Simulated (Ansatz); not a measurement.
# AlIn (hypothetical, Fm-3m): a volume series of phonon spectra

Which modes of AlIn (hypothetical) drive its thermal expansion? The crystal structure is hypothetical: it was made by swapping elements on a known structure type.

Program: Ansatz 0.2.0. Level of theory: DFT PBE, scalar-relativistic, plane waves, PAW. Results are calculated unless marked as measured.

### Step 1. Set-up

Symmetry: Fm-3m, No. 225, cubic system. Conventional cell: a = 5.182 Å, b = 5.182 Å, c = 5.182 Å, α = 90.00°, β = 90.00°, γ = 90.00°. Nearest to Al lie 6 In at 2.59 Å. In has 6 Al at 2.59 Å nearest. Farther neighbours are not listed.

### Step 2. A first coarse run

Before spending time, one coarse run tells the gap and the pressure of the starting cell.

Input file input.yaml:

```yaml
crystal:
  lattice:
    - [0.0, 2.59081, 2.59081]
    - [2.59081, 0.0, 2.59081]
    - [2.59081, 2.59081, 0.0]
  atoms:
    - { symbol: Al, position: [0.5, 0.5, 0.5] }
    - { symbol: In, position: [0.0, 0.0, 0.0] }
kpoints:
  mp_grid: { grid: [6, 6, 6] }
hamiltonian:
  xc: pbe
scf:
  occupations: { method: gaussian, width: 0.1 }
output:
  forces: true
  stress: true
  eigenvalues: true
```

The run is started by

```sh
$ ansatz run input.yaml --threads 4 --pin off --max-ram 8192MiB --backend cpu --events-out ev --progress --plain --runs-dir out
```

Numbers of over 12 decimals in the logs are rounded to 6 here.

The log of the run:

```text
Engine: ansatz 0.2.0, x86_64-unknown-linux-gnu
Pseudopotentials: kind: paw
Pseudopotential: Al, paw, valence charge 3, recommended cutoff 420 eV (normal), Al.paw.azcp
Pseudopotential: In, paw, valence charge 13, recommended cutoff 420 eV (normal), In.paw.azcp
Functional definition: PBE
  parameter kappa = 0.804
  parameter beta = 0.066725
  exchange = pbe_x(kappa = kappa, mu = beta*pi^2/3)
  correlation = pbe_c(beta = beta)
Crystal: 2 atoms, lattice volume = 34.781 Å³
Basis set: ecut = 420 eV, 645 PW (Γ), exchange–correlation on 50×50×50 points (8 copies of the dense FFT grid, shifted against one another)
Bands: 12, of which v1, the nominal top of the filled ones, is band 8 counted from 1 (7 counted from 0)
Symmetry: 48 space group operations
Space group: Fm-3m (ITA 225), of the structure as read, at distance tolerance 3.3e-5 Å
k-points: 16 of 216
Non-local potential: Al, projectors of the file, l = 0: 2, l = 1: 2, l = 2: 1
Non-local potential: In, projectors of the file, l = 0: 2, l = 1: 2, l = 2: 2, l = 3: 2
PAW form: soft (Blöchl's): semilocal exchange-correlation on the pseudo side does not see the compensation charge
PAW one-centre angular grid: Al, 110 points (default); XC on 64 Gauss nodes
PAW one-centre angular grid: In, 590 points (default); XC on 64 Gauss nodes
Initial density: superposition of atomic densities (neutral atoms: chi_scale 0, normalization atom), corrected by the library's trained network
Initial wavefunctions: pseudopotential atomic-orbital guess
Functional: x = pbe(κ = 0.804, μ = 0.219515), c = pbe(β = 0.066725)
SCF iter   1: F=—  HF=-6133.745862 eV  |F-HF|=—  |Δ(HF+E_count)|=         —  Δρ=2.27e-3  dr2=1.18e-3  ethr=1.77e-3  ⟨swp⟩=5.2  Hψ=1190  notcnv=0
preconditioner: auto → none  [insulator: Δε(μ)=0.401 eV  Ē_g=15.910 eV  σ=0.100 eV  W_gap=0.78  n_scr=8 (ndim 8)  ℏωp=25.2 eV  f_vac=0.000  D(μ)=0.58/eV (n_scr^D=0)  ε∞_Penn≈3.5]
SCF iter   2: F=—  HF=-6133.744518 eV  |F-HF|=—  |Δ(HF+E_count)|=   1.34e-3  Δρ=9.81e-4  dr2=3.71e-4  ethr=7.39e-6  ⟨swp⟩=2.6  Hψ=414  notcnv=0
SCF iter   3: F=—  HF=-6133.744608 eV  |F-HF|=—  |Δ(HF+E_count)|=   8.98e-5  Δρ=1.24e-3  dr2=4.49e-4  ethr=2.32e-6  ⟨swp⟩=2.0  Hψ=309  notcnv=0  defer=3
SCF iter   4: F=—  HF=-6133.744424 eV  |F-HF|=—  |Δ(HF+E_count)|=   1.84e-4  Δρ=4.02e-4  dr2=4.65e-5  ethr=2.32e-6  ⟨swp⟩=2.5  Hψ=313  notcnv=0  defer=3
SCF iter   5: F=—  HF=-6133.744388 eV  |F-HF|=—  |Δ(HF+E_count)|=   3.64e-5  Δρ=1.13e-5  dr2=2.47e-8  ethr=2.91e-7  ⟨swp⟩=2.1  Hψ=291  notcnv=0  defer=3
SCF iter   6: F=-6133.744388 eV  HF=-6133.744388 eV  |F-HF|=3.29e-8  |Δ(HF+E_count)|=   5.53e-8  Δρ=1.10e-5  dr2=3.38e-8  ethr=1.54e-10  ⟨swp⟩=3.4  Hψ=835  notcnv=0
SCF 1 converged in 6 iterations: F = -6133.744388 eV  dr2 = 3.38e-8
  greatest PAW one-centre occupation: 0.979 electrons in one spin orbital (limit 2), on the In atom at site 1 (counted from 0), in its partial waves of l = 2
SCF converged after 6 iterations
Free energy (F): -6133.744388 eV
Harris-Foulkes:  -6133.744388 eV  (|F-HF|=3.29e-8)
Internal energy: -6133.741491 eV  (E = F + TS)
E sigma→0 (E₀):  -6133.742939 eV
Entropy (-TS):   -0.002897 eV (-1.448 meV/atom)
Fermi energy:    11.820614 eV
--- Per-component energies (eV) ---
  E_band       = 16.374655
  E_kinetic    = 272.269916
  E_local      = -1107.862798  (includes V_loc(G=0)·N_el)
  E_nonlocal   = 377.338650
  E_hartree    = 455.995856
  E_xc         = -259.006080
  E_vxc        = -133.462132  (∫ρ·V_xc dr)
  E_paw        = -4620.398847  (= ΣΔE_a)
  E_vpaw       = -303.908477  (= ΣTr[D̂ρ^β])
  E_aug_tail   = 0.000022  (compensation charges beyond the density's cutoff)
  E_ewald      = -1252.078209
  E_smearing   = -0.002897  (= −TS)
  E_closure    = 0.000000  (closes the sum)
  Σ components = -6133.744388   (vs F -6133.744388, Δ=0.00e0)
--- Forces (eV/Å), atoms counted from 1 ---
  atom   1  Al     0.00000000    -0.00000000    -0.00000000
  atom   2  In    -0.00000000     0.00000000    -0.00000000
  max |Σ_I F_I| component: 3.62e-31 eV/Å
--- Stress (GPa, compression-positive) ---
       31.811438      -0.000000      -0.000000
       -0.000000      31.811438       0.000000
       -0.000000       0.000000      31.811438
  P = ⅓ Tr σ = 31.8114 GPa (318.114 kbar)
--- Band table (eV; the first three rows and the last of 16) ---
  k-point 0: bands = [... 4 lower, -2.8619, 0.3869, 15.1431, 15.1431, 15.1431, 19.1126, 19.1126, 19.1126]
  k-point 1: bands = [... 4 lower, -2.8273, 0.8788, 12.2469, 14.9508, 14.9508, 18.2407, 19.3213, 19.3213]
  k-point 2: bands = [... 4 lower, -2.7457, 2.3726, 8.2314, 14.8693, 14.8693, 17.2121, 17.2121, 17.5640]
  k-point 15: bands = [... 4 lower, -2.6386, 6.6073, 7.3979, 8.6832, 9.2684, 16.2074, 17.5822, 21.4372]
```

The job ended after 5 s (4 threads of Intel Xeon Platinum 8259CL at 2.50GHz (Skylake/Cascade Lake), shared host; peak memory 0.35 GiB; 5.7 s of CPU time).

Numbers from this step:

```yaml
pressure: 31.81 GPa
volume_per_atom: 17.39 Å³
gap_on_the_k_mesh: 0 eV
```

The start is under 32 GPa at this level and looks like a metal on this mesh.

### Step 3. A loose first relaxation

The start is far from rest, so a relaxation with loose thresholds first brings it near the minimum.

input.yaml, as its differences from that of step 2:

```diff
@@ -18 +18,6 @@
   eigenvalues: true
+relax:
+  adjacent_minimum: "off"
+  f_tol: 0.05
+  max_steps: 80
+  cell: { stress_tol: 0.5 }
```

The log of the run:

```text
[...]
Crystal: 2 atoms, lattice volume = 34.781 Å³
Basis set: ecut = 420 eV, 645 PW (Γ), exchange–correlation on 50×50×50 points (8 copies of the dense FFT grid, shifted against one another)
Bands: 12, of which v1, the nominal top of the filled ones, is band 8 counted from 1 (7 counted from 0)
Symmetry: 48 space group operations
[...]
k-points: 16 of 216
[...]
SCF iter   1: F=—  HF=-6133.745862 eV  |F-HF|=—  |Δ(HF+E_count)|=         —  Δρ=2.27e-3  dr2=1.18e-3  ethr=1.77e-3  ⟨swp⟩=5.2  Hψ=1190  notcnv=0
[...]
SCF iter   6: F=-6133.744388 eV  HF=-6133.744388 eV  |F-HF|=3.29e-8  |Δ(HF+E_count)|=   5.53e-8  Δρ=1.10e-5  dr2=3.38e-8  ethr=1.54e-10  ⟨swp⟩=3.4  Hψ=835  notcnv=0
SCF 1 converged in 6 iterations: F = -6133.744388 eV  dr2 = 3.38e-8
[...]
relax step   1: F+E_penalty+E_count = -6133.74438775 eV  Δ(F+E_penalty+E_count) = +0.000e0 eV  max|allowed force component| = 9.368e-31 eV/Å  Δτ_max = 0.0000 Å  P = +31.811 GPa  Ω = 34.781 Å³  (6 SCF iters, dr2 threshold 1.00e-7 eV, accepted)
Crystal: 2 atoms, lattice volume = 40.119 Å³
Basis set: ecut = 420 eV, 749 PW (Γ), exchange–correlation on 50×50×50 points (8 copies of the dense FFT grid, shifted against one another)
[...]
iter 1 solved again at ethr=1.29e-4 eV; its pass at ethr=3.10e-3 eV (dr2=2.07e-2 eV) is discarded
[...]
SCF iter   6: F=-6134.445172 eV  HF=-6134.445172 eV  |F-HF|=9.46e-11  |Δ(HF+E_count)|=   1.31e-8  Δρ=6.97e-7  dr2=2.35e-10  ethr=2.32e-10  ⟨swp⟩=1.8  Hψ=622  notcnv=0
SCF 2 converged in 6 iterations: F = -6134.445172 eV  dr2 = 2.35e-10
relax step   2: F+E_penalty+E_count = -6134.44517215 eV  Δ(F+E_penalty+E_count) = -7.008e-1 eV  max|allowed force component| = 3.780e-31 eV/Å  Δτ_max = 0.0000 Å  P = +12.759 GPa  Ω = 40.119 Å³  energy of the carried Pulay correction = -2.175e-3 eV  (6 SCF iters, dr2 threshold 2.00e-7 eV, accepted)
Crystal: 2 atoms, lattice volume = 44.700 Å³
Basis set: ecut = 420 eV, 893 PW (Γ), exchange–correlation on 50×50×50 points (8 copies of the dense FFT grid, shifted against one another)
[...]
SCF iter   5: F=-6134.675644 eV  HF=-6134.675644 eV  |F-HF|=2.92e-8  |Δ(HF+E_count)|=   7.33e-9  Δρ=1.65e-5  dr2=1.14e-7  ethr=1.25e-9  ⟨swp⟩=5.9  Hψ=908  notcnv=0
SCF 3 converged in 5 iterations: F = -6134.675644 eV  dr2 = 1.14e-7
[...]
relax step   3: F+E_penalty+E_count = -6134.67564407 eV  Δ(F+E_penalty+E_count) = -2.305e-1 eV  max|allowed force component| = 2.367e-30 eV/Å  Δτ_max = 0.0000 Å  P = +4.368 GPa  Ω = 44.700 Å³  energy of the carried Pulay correction = -3.811e-3 eV  (5 SCF iters, dr2 threshold 2.00e-7 eV, accepted)
[...]
relax step   4: F+E_penalty+E_count = -6134.72600142 eV  Δ(F+E_penalty+E_count) = -5.036e-2 eV  max|allowed force component| = 2.630e-31 eV/Å  Δτ_max = 0.0000 Å  P = +0.078 GPa  Ω = 48.481 Å³  energy of the carried Pulay correction = -5.028e-3 eV  (5 SCF iters, dr2 threshold 2.00e-7 eV, accepted)
[...]
relax step   5: F+E_penalty+E_count = -6134.73960153 eV  Δ(F+E_penalty+E_count) = -1.360e-2 eV  max|allowed force component| = 3.451e-31 eV/Å  Δτ_max = 0.0000 Å  P = +0.504 GPa  Ω = 48.481 Å³  stress off target by 5.04e-1 GPa  SCF on the basis re-selected at this cell (its energy is not comparable with the rows above)  (5 SCF iters)
[...]
relax step   6: F+E_penalty+E_count = -6134.74033400 eV  Δ(F+E_penalty+E_count) = -7.325e-4 eV  max|allowed force component| = 1.643e-31 eV/Å  Δτ_max = 0.0000 Å  P = +0.003 GPa  Ω = 49.050 Å³  energy of the carried Pulay correction = -1.575e-4 eV  (4 SCF iters, dr2 threshold 2.00e-7 eV, accepted)
[...]
SCF iter   1: F=—  HF=-6134.740514 eV  |F-HF|=—  |Δ(HF+E_count)|=         —  Δρ=2.12e-5  dr2=4.21e-8  ethr=4.13e-7  ⟨swp⟩=2.3  Hψ=1689  notcnv=0
eigensolver tolerance schedule: the retry pair's looser diagonalisation over-reported the residual by 1565.63 of it (diagonalisation noise at 0.26 of the residual, at the tolerance the schedule requests for it); recorded, not acted on — ethr = c·dr2/N_el stays at c = 1.0e-1
[...]
SCF iter   2: F=—  HF=-6134.740509 eV  |F-HF|=—  |Δ(HF+E_count)|=   4.58e-6  Δρ=9.12e-6  dr2=8.07e-9  ethr=2.63e-10  ⟨swp⟩=2.2  Hψ=327  notcnv=0
SCF iter   3: F=-6134.740509 eV  HF=-6134.740509 eV  |F-HF|=1.05e-8  |Δ(HF+E_count)|=   7.48e-8  Δρ=3.30e-6  dr2=9.02e-10  ethr=1.25e-11  ⟨swp⟩=6.0  Hψ=906  notcnv=0
SCF 7 converged in 3 iterations: F = -6134.740509 eV  dr2 = 9.02e-10
relax step   7: F+E_penalty+E_count = -6134.74050947 eV  Δ(F+E_penalty+E_count) = -1.755e-4 eV  max|allowed force component| = 1.627e-30 eV/Å  Δτ_max = 0.0000 Å  P = +0.001 GPa  Ω = 49.050 Å³  stress off target by 1.11e-3 GPa  SCF on the basis re-selected at this cell (its energy is not comparable with the rows above)  (3 SCF iters)
[...]
SCF converged after 3 iterations
Free energy (F): -6134.740509 eV
[...]
Internal energy: -6134.732910 eV  (E = F + TS)
E sigma→0 (E₀):  -6134.736710 eV
Entropy (-TS):   -0.007599 eV (-3.800 meV/atom)
Fermi energy:    7.386872 eV
[...]
--- Stress (GPa, compression-positive) ---
        0.001112       0.000000       0.000000
        0.000000       0.001112       0.000000
        0.000000       0.000000       0.001112
  P = ⅓ Tr σ = 0.0011 GPa (0.011 kbar)
--- Band table (eV; the first three rows and the last of 16) ---
  k-point 0: bands = [... 4 lower, -6.8735, -1.7252, 9.8011, 9.8011, 9.8011, 11.9367, 13.9177, 13.9177]
  k-point 1: bands = [... 4 lower, -6.8623, -1.3480, 7.3441, 9.7232, 9.7232, 12.4162, 13.4831, 13.4831]
  k-point 2: bands = [... 4 lower, -6.8361, -0.2150, 4.2487, 9.7959, 9.7959, 11.6380, 11.6380, 11.9553]
  k-point 15: bands = [... 4 lower, -6.7980, 2.6147, 4.2472, 4.3198, 5.6808, 10.1991, 12.7203, 14.5011]
--- Relaxed structure (5 steps of the walk, 5 accepted, 2 SCFs on fresh bases) ---
  F+E_penalty+E_count = -6134.74050947 eV   max|allowed force component| = 1.627e-30 eV/Å   (the final SCF, on the basis selected at the relaxed cell)
  cell:  # Å, volume = 49.0498 Å³
    - [0, 2.905376, 2.905376]
    - [2.905376, 0, 2.905376]
    - [2.905376, 2.905376, 0]
  atoms:
    - { symbol: Al, position: [0.5, 0.5, 0.5] }
    - { symbol: In, position: [0, 0, 0] }
```

Run time: 3.3 s. Hardware: 4 threads; peak memory 0.37 GiB.

Relaxation path:

```csv
step,energy less that of the first step (eV),largest force component (eV/Å),pressure (GPa),volume (Å³)
1,0.0000,0.0000,31.81,34.78
2,-0.7008,0.0000,12.76,40.12
3,-0.9313,0.0000,4.37,44.70
4,-0.9816,0.0000,0.08,48.48
5*,-0.9952,0.0000,0.50,48.48
6,-0.9959,0.0000,0.00,49.05
7*,-0.9961,0.0000,0.00,49.05
```

Relaxation steps marked * repeat the geometry before them on a plane-wave basis chosen anew for their cell, so energy and pressure can jump there.

Forces are held to the 48 operations that the run works with; a distortion that breaks them can't arise in this run.

```csv
cell as run,before,after,change
a (Å),3.664,4.109,+12.1 %
b (Å),3.664,4.109,+12.1 %
c (Å),3.664,4.109,+12.1 %
volume (Å³/atom),17.39,24.52,+41.0 %
```

The relaxed structure:

```
Al In
1.0
     0.00000    2.90538    2.90538
     2.90538    0.00000    2.90538
     2.90538    2.90538    0.00000
Al In
1 1
Direct
  0.50000 0.50000 0.50000
  0.00000 0.00000 0.00000
```

Numbers from this step:

```
pressure        : 0.001112 GPa
volume per atom : 24.52 Å³
```

The relaxation ends with a pressure of 0.00 GPa.

### Step 4. Relaxation

The vibrations must be taken about the equilibrium of this functional, not about the starting cell, so the structure is relaxed.

input.yaml, the sections that differ from step 3:

```yaml
crystal:
  lattice:
    - [0.0, 2.9053759622, 2.9053759622]
    - [2.9053759622, 0.0, 2.9053759622]
    - [2.9053759622, 2.9053759622, 0.0]
  atoms:
    - { symbol: Al, position: [0.5, 0.5, 0.5] }
    - { symbol: In, position: [0.0, 0.0, 0.0] }
kpoints:
  mp_grid: { grid: [12, 12, 12] }
relax:
  adjacent_minimum: "off"
  f_tol: 0.005
  max_steps: 80
  cell: { stress_tol: 0.05 }
# hamiltonian, scf, output: as in step 3
```

The log of the run:

```text
[...]
Crystal: 2 atoms, lattice volume = 49.050 Å³
Basis set: ecut = 420 eV, 941 PW (Γ), exchange–correlation on 60×60×60 points (8 copies of the dense FFT grid, shifted against one another)
Bands: 12, of which v1, the nominal top of the filled ones, is band 8 counted from 1 (7 counted from 0)
Symmetry: 48 space group operations
[...]
k-points: 72 of 1728
[...]
k-point 71: bands = [... 4 lower, -6.7235, 3.0185, 3.7233, 4.9692, 4.9692, 12.2820, 12.4654, 14.5797]
--- Relaxed structure (2 steps of the walk, 2 accepted, 1 SCFs on fresh bases) ---
[...]
cell:  # Å, volume = 48.7172 Å³
    - [0, 2.898794, 2.898794]
    - [2.898794, 0, 2.898794]
    - [2.898794, 2.898794, 0]
  atoms:
    - { symbol: Al, position: [0.5, 0.5, 0.5] }
    - { symbol: In, position: [0, 0, 0] }
[key lines of the parts left out:]
SCF converged after 5 iterations
Free energy (F): -6134.770906 eV
Fermi energy:    7.552634 eV
P = ⅓ Tr σ = 0.0309 GPa (0.309 kbar)
```

Run time: 3.6 s. Hardware: 4 threads; peak memory 0.45 GiB; 12 s of CPU time.

Relaxation path:

```csv
step,energy less that of the first step (eV),largest force component (eV/Å),pressure (GPa),volume (Å³)
1,0.0000,0.0000,-0.25,49.05
2,-0.0003,0.0000,0.03,48.72
3*,-0.0002,0.0000,0.03,48.72
```

Relaxation steps marked * repeat the geometry before them on a plane-wave basis chosen anew for their cell, so energy and pressure can jump there.

The run keeps the 48 symmetry operations that it works with, so distortions that break them were not tested.

```csv
"conventional cell, symmetrised",before,after,change
a (Å),5.811,5.798,-0.2 %
b (Å),5.811,5.798,-0.2 %
c (Å),5.811,5.798,-0.2 %
volume (Å³/atom),24.52,24.36,-0.7 %
```

The relaxed structure:

```
Al In
1.0
     0.00000    2.89879    2.89879
     2.89879    0.00000    2.89879
     2.89879    2.89879    0.00000
Al In
1 1
Direct
  0.50000 0.50000 0.50000
  0.00000 0.00000 0.00000
```

Numbers from this step:

| Property | Result |
| --- | --- |
| pressure | 0.03091 GPa |
| volume per atom | 24.36 Å³ |

The cell shrank by 0.7 % in volume.

### Step 5. Tight relaxation

The thresholds are tightened for a last relaxation ahead of the phonons, and where mesh or smearing change with them the cell follows.

input.yaml, the sections that differ from step 4:

```yaml
crystal:
  lattice:
    - [0.0, 2.8987939669, 2.8987939669]
    - [2.8987939669, 0.0, 2.8987939669]
    - [2.8987939669, 2.8987939669, 0.0]
  atoms:
    - { symbol: Al, position: [0.5, 0.5, 0.5] }
    - { symbol: In, position: [0.0, 0.0, 0.0] }
scf:
  occupations: { method: methfessel_paxton, width: 0.15 }
relax:
  adjacent_minimum: "off"
  f_tol: 0.001
  max_steps: 60
  cell: { stress_tol: 0.01 }
# kpoints, hamiltonian, output: as in step 4
```

The log of the run:

```text
[...]
Crystal: 2 atoms, lattice volume = 48.717 Å³
Basis set: ecut = 420 eV, 941 PW (Γ), exchange–correlation on 60×60×60 points (8 copies of the dense FFT grid, shifted against one another)
Bands: 12, of which v1, the nominal top of the filled ones, is band 8 counted from 1 (7 counted from 0)
Symmetry: 48 space group operations
[...]
k-points: 72 of 1728
[...]
k-point 71: bands = [... 4 lower, -6.7304, 3.0124, 3.7167, 4.9642, 4.9642, 12.2722, 12.4556, 14.5716]
--- Relaxed structure (2 steps of the walk, 2 accepted, 1 SCFs on fresh bases) ---
[...]
cell:  # Å, volume = 48.7470 Å³
    - [0, 2.899386, 2.899386]
    - [2.899386, 0, 2.899386]
    - [2.899386, 2.899386, 0]
  atoms:
    - { symbol: Al, position: [0.500000, 0.500000, 0.500000] }
    - { symbol: In, position: [0, 0, 0] }
[key lines of the parts left out:]
SCF converged after 6 iterations
Free energy (F): -6134.769031 eV
Fermi energy:    7.545002 eV
P = ⅓ Tr σ = -0.0031 GPa (-0.031 kbar)
```

The job ended after 3.6 s (4 threads; peak memory 0.46 GiB; 12 s of CPU time).

Little changed from the start: no atom moved by 0.005 Å and no cell edge by 0.1 %.

This step gave:

* pressure: -0.003063 GPa
* volume per atom: 24.37 Å³

The residual pressure is -0.0031 GPa, small enough for phonons.

[end of part 1 of 4]

[Logs are printed without paths, hosts, clocks, repeated set-up lines and the standing remarks that a program may print on its own settings, such as how far it seeks lower states.]

[Hosts, paths, dates, database ids (printed as entryN), source tags and the programs' standing remarks are cut or masked in the printed files.]

[A step with changed settings may run another functional than the one named; its input shows which.]


